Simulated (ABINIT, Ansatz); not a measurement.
## KCl (Sylvite): G0W0 with ABINIT, start to end

Aim: the G0W0 gap of KCl (Sylvite) on PBE, step by step.

Program: ABINIT 10.8.3. Level of theory: PBE and many-body steps on it, plane waves. Results are calculated unless marked as measured.

**1. Starting point**

It takes space group Fm-3m (No. 225, cubic). Conventional cell: a = 6.293 Å, b = 6.293 Å, c = 6.293 Å, α = 90.00°, β = 90.00°, γ = 90.00°. Nearest to K lie 6 Cl at 3.15 Å. Nearest to Cl lie 6 K at 3.15 Å. Farther neighbours and most contacts between anions are not listed.

Structure file:

```cif
data_structure
_symmetry_space_group_name_H-M 'Fm-3m'
_symmetry_Int_Tables_number 225
_cell_length_a 6.2929
_cell_length_b 6.2929
_cell_length_c 6.2929
_cell_angle_alpha 90.000
_cell_angle_beta 90.000
_cell_angle_gamma 90.000
_cell_volume 249.21
loop_
_atom_site_label
_atom_site_type_symbol
_atom_site_symmetry_multiplicity
_atom_site_Wyckoff_symbol
_atom_site_fract_x
_atom_site_fract_y
_atom_site_fract_z
_atom_site_occupancy
K1 K 4 a 0.00000 0.00000 0.00000 1
Cl1 Cl 4 b 0.50000 0.00000 0.00000 1
```

The cell and positions come from the Crystallography Open Database and are kept as given unless a step says otherwise.

**2. Ground state**

This step: ABINIT 10.8.3; DFT, PBE, plane waves, norm-conserving pseudopotentials.

The ground-state density comes first.

run.abi

```
acell 3*1.0 Angstrom
rprim 
  -0.000000000000 3.146470000000 3.146470000000
  3.146470000000 0.000000000000 3.146470000000
  3.146470000000 3.146470000000 -0.000000000000
ntypat 2
znucl 19 17
natom 2
typat 1 2
xred 
  0.000000000000 0.000000000000 0.000000000000
  0.500000000000 0.500000000000 0.500000000000
pp_dirpath "pseudos"
pseudos "K.upf, Cl.upf"
ecut 33
ngkpt 6 6 6
nshiftk 1
shiftk 0 0 0
kptopt 1
chksymbreak 0
nband 13
occopt 1
tolvrs 1e-10
nstep 60
prtwf 0
optforces 0
optstress 0
indata_prefix "in"
outdata_prefix "out"
tmpdata_prefix "tmp"
```

On the command line:

```
$ OMP_NUM_THREADS=1 mpirun -n 4 abinit run.abi > log
```

Numbers of over 12 decimals in the logs are rounded to 6 here.

Output:

```text
.Version 10.8.3 of ABINIT. v10.8.2 released Aug 2026.

 Symmetries : space group Fm -3 m (#225); Bravais cF (face-center cubic)
================================================================================
 Values of the parameters that define the memory need of the present run
     intxc =       0    ionmov =       0      iscf =       7    lmnmax =       6
     lnmax =       6     mgfft =      45  mpssoang =       3    mqgrid =    3001
     natom =       2  nloc_mem =       1    nspden =       1   nspinor =       1
    nsppol =       1      nsym =      48    n1xccc =    2501    ntypat =       2
    occopt =       1   xclevel =       2
-    mband =          13        mffmem =           1         mkmem =           4
       mpw =        3823          nfft =       91125          nkpt =          16
================================================================================
  Rough estimation (10% accuracy) of disk space for files :
================================================================================

--------------------------------------------------------------------------------
------------- Echo of variables that govern the present computation ------------
--------------------------------------------------------------------------------
 -outvars: echo values of preprocessed input variables --------
            acell      1.8897261259E+00  1.8897261259E+00  1.8897261259E+00 Bohr

      chksymbreak           0
             ecut      3.30000000E+01 Hartree
-          fftalg         312

              ixc     -101130
              kpt      0.00000000E+00  0.00000000E+00  0.00000000E+00
                       1.66666667E-01  0.00000000E+00  0.00000000E+00
                       3.33333333E-01  0.00000000E+00  0.00000000E+00
                       5.00000000E-01  0.00000000E+00  0.00000000E+00
                       1.66666667E-01  1.66666667E-01  0.00000000E+00
                       3.33333333E-01  1.66666667E-01  0.00000000E+00
                       5.00000000E-01  1.66666667E-01  0.00000000E+00
                      -3.33333333E-01  1.66666667E-01  0.00000000E+00
                      -1.66666667E-01  1.66666667E-01  0.00000000E+00
   [... 5 further rows ...]
                      -3.33333333E-01  3.33333333E-01  1.66666667E-01
                      -3.33333333E-01  5.00000000E-01  1.66666667E-01
         kptrlatt        6    0    0      0    6    0      0    0    6
          kptrlen      5.04531993E+01
P           mkmem           4
            natom           2
            nband          13
            ngfft          45      45      45
             nkpt          16
            nstep          60
             nsym          48
           ntypat           2
              occ      2.000000  2.000000  2.000000  2.000000  2.000000  2.000000
                       2.000000  2.000000  0.000000  0.000000  0.000000  0.000000
                       0.000000
        optforces           0
        optstress           0
            prtwf           0
            rprim     -0.0000000000E+00  3.1464700000E+00  3.1464700000E+00
[...]
spgroup         225

           tolvrs      1.00000000E-10

             xred      0.0000000000E+00  0.0000000000E+00  0.0000000000E+00
[...]
znucl       19.00000   17.00000

================================================================================

 chkinp: Checking input parameters for consistency.

================================================================================
== DATASET  1 ==================================================================
-   mpi_nproc: 4, omp_nthreads: 1 (-1 if OMP is not activated)

--- !DatasetInfo
iteration_state: {dtset: 1, }
dimensions: {natom: 2, nkpt: 16, mband: 13, nsppol: 1, nspinor: 1, nspden: 1, mpw: 3823, }
cutoff_energies: {ecut:  33.0, pawecutdg:  -1.0, }
electrons: {nelect:   1.60000000E+01, charge:   0.00000000E+00, occopt:   1.00000000E+00, tsmear:   1.00000000E-02, }

 Real(R)+Recip(G) space primitive vectors, cartesian coordinates (Bohr,Bohr^-1):
 R(1)=  0.0000000  5.9459666  5.9459666  G(1)= -0.0840906  0.0840906  0.0840906
 R(2)=  5.9459666  0.0000000  5.9459666  G(2)=  0.0840906 -0.0840906  0.0840906
 R(3)=  5.9459666  5.9459666  0.0000000  G(3)=  0.0840906  0.0840906 -0.0840906
 Unit cell volume ucvol=  4.2043357E+02 bohr^3
 Angles (23,13,12)=  6.00000000E+01  6.00000000E+01  6.00000000E+01 degrees

 getcut: wavevector=  0.0000  0.0000  0.0000  ngfft=  45  45  45
         ecut(hartree)=     33.000   => boxcut(ratio)=   2.02345

--- Pseudopotential description ------------------------------------------------
- K Generated using ONCVPSP code by D. R. Hamann
- 19.00000   9.00000  171031                  znucl, zion, pspdat
12 -101130 2 -1 2222                          pspcod,pspxc,lmax,lloc,mmax
     nproj     2     2     2
  pspatm : epsatm=    8.42413758
         --- l  ekb(1:nproj) -->
[...]
pspatm: atomic psp has been read  and splines computed

- Cl Generated using ONCVPSP code by D. R. Hamann
- 17.00000   7.00000  171031                  znucl, zion, pspdat
12 -101130 2 -1 1028                          pspcod,pspxc,lmax,lloc,mmax
     nproj     2     2     2
  pspatm : epsatm=    9.12776517
         --- l  ekb(1:nproj) -->
[...]
2   -2.938609   -0.805455
 pspatm: atomic psp has been read  and splines computed

   2.80830444E+02                                ecore*ucvol(ha*bohr**3)
--------------------------------------------------------------------------------

_setup2: Arith. and geom. avg. npw (full set) are    3805.801    3805.789

================================================================================

--- !BeginCycle
iteration_state: {dtset: 1, }
solver: {iscf: 7, nstep: 60, nline: 4, wfoptalg: 0, }
tolerances: {tolvrs: 1.00E-10, }

     iter   Etot(hartree)      deltaE(h)  residm     vres2
 ETOT  1  -46.572690663610    -4.657E+01 7.370E-02 1.561E+02
 ETOT  2  -46.596654800576    -2.396E-02 9.852E-03 1.309E+01
 ETOT  3  -46.598321616511    -1.667E-03 3.702E-03 1.157E+00
 ETOT  4  -46.598367069413    -4.545E-05 3.358E-03 6.410E-02
 ETOT  5  -46.598368205033    -1.136E-06 1.372E-03 9.405E-04
 ETOT  6  -46.598368229972    -2.494E-08 1.022E-03 8.148E-06
 ETOT  7  -46.598368230966    -9.940E-10 1.084E-03 5.356E-07
 ETOT  8  -46.598368231011    -4.532E-11 5.155E-04 5.823E-09
 ETOT  9  -46.598368231013    -1.620E-12 5.050E-04 3.055E-10
 ETOT 10  -46.598368231013     2.629E-13 2.059E-04 2.537E-12

 At SCF step   10       vres2   =  2.54E-12 < tolvrs=  1.00E-10 =>converged.

--- !ResultsGS
iteration_state: {dtset: 1, }
comment   : Summary of ground state results
lattice_vectors:
- [ -0.0000000,   5.9459666,   5.9459666, ]
- [  5.9459666,   0.0000000,   5.9459666, ]
- [  5.9459666,   5.9459666,  -0.0000000, ]
lattice_lengths: [   8.40887,    8.40887,    8.40887, ]
lattice_angles: [ 60.000,  60.000,  60.000, ] # degrees, (23, 13, 12)
lattice_volume:   4.2043357E+02
convergence: {deltae:  2.629E-13, res2:  2.537E-12, residm:  2.059E-04, diffor:  0.000E+00, }
etotal    :  -4.65983682E+01
entropy   :   0.00000000E+00
fermie    :  -8.50435789E-03
cartesian_stress_tensor: null
pressure_GPa: null
xred      :
- [  0.0000E+00,   0.0000E+00,   0.0000E+00,  K]
- [  5.0000E-01,   5.0000E-01,   5.0000E-01, Cl]
cartesian_forces: null
force_length_stats: {min: null, max: null, mean: null, }

 Integrated electronic density in atomic spheres:
 ------------------------------------------------
 Atom  Sphere_radius  Integrated_density
    1        2.00000          6.91065232
    2        2.00000          5.11724944
================================================================================

 ----iterations are completed or convergence reached----

 Mean square residual over all n,k,spin=   31.548E-07; max=  20.590E-05
 reduced coordinates (array xred) for    2 atoms
       0.000000000000      0.000000000000      0.000000000000
       0.500000000000      0.500000000000      0.500000000000
 rms dE/dt=  0.0000E+00; max dE/dt=  0.0000E+00; dE/dt below (all hartree)
    1       0.000000000000      0.000000000000      0.000000000000
    2       0.000000000000      0.000000000000      0.000000000000

 cartesian coordinates (angstrom) at end:
    1      0.000000     0.000000     0.000000
    2      3.146470     3.146470     3.146470
 length scales=  1.889726125908  1.889726125908  1.889726125908 bohr
              =  1.000000000000  1.000000000000  1.000000000000 angstroms
 prteigrs : about to open file out_EIG
 Fermi (or HOMO) energy (hartree) =  -0.00850   Average Vxc (hartree)=  -0.28070
 Eigenvalues (hartree) for nkpt=  16  k points:
 kpt#   1, nband= 13, wtk=  0.00463, kpt=  0.0000  0.0000  0.0000 (reduced coord)
  -1.00793   -0.45382   -0.40010   -0.40010   -0.40010   -0.00850   -0.00850   -0.00850
   0.18221    0.29896    0.29896    0.29896    0.33049
 prteigrs : prtvol=0 or 1, do not print more k-points.

--- !EnergyTerms
iteration_state     : {dtset: 1, }
comment             : Components of total free energy in Hartree
kinetic             :  1.59178987439085E+01
hartree             :  9.94220084209927E+00
xc                  : -1.09376488268506E+01
Ewald energy        : -3.08334400012199E+01
psp_core            :  6.67954381446766E-01
local_psp           : -3.77938247955445E+01
non_local_psp       :  6.43849142514780E+00
total_energy        : -4.65983682310126E+01
total_energy_eV     : -1.26800619636654E+03
band_energy         : -5.47274576955770E+00

== END DATASET(S) ==============================================================
================================================================================

 -outvars: echo values of variables after computation  --------
           etotal     -4.6598368231E+01
            nband          13
             nkpt          16
          spgroup         225
 [... the other variables as echoed above ...]

 Calculation completed.
```

Wall time 19 s (4 MPI ranks of Intel Xeon Platinum 8259CL at 2.50GHz (Skylake/Cascade Lake), shared host); peak memory 0.36 GiB.

Numbers from this step:

| Property | Result |
| --- | --- |
| total energy | -1268.0062 eV |
| gap | 5.189 eV |
| k of the valence top | 0, 0, 0 |
| k of the conduction bottom | 0, 0, 0 |
| least direct gap | 5.189 eV |

The gap is direct, at Γ.

[end of part 1 of 3]

[Paths, hosts, dates, memory and timing lines, banners, echoed tables and standing remarks are left out of the program output.]

[Logs are printed without paths, hosts, clocks, repeated set-up lines and the standing remarks that a program may print on its own settings, such as how far it seeks lower states.]

[Runs of the session that timed out or met a known fault of the program may be left out.]

[Hosts, paths, dates, database ids (printed as entryN), source tags and the programs' standing remarks are cut or masked in the printed files.]

[G0W0 gaps are taken among the corrected bands and points alone; a level outside them can change the order at an edge.]

[Where Ansatz stands beside ABINIT at settings called matched, ABINIT's density can come from a denser mesh and the files from another edition; pairs whose starting gaps differed by over 0.03 eV were left out, so agreement reads better than it is.]
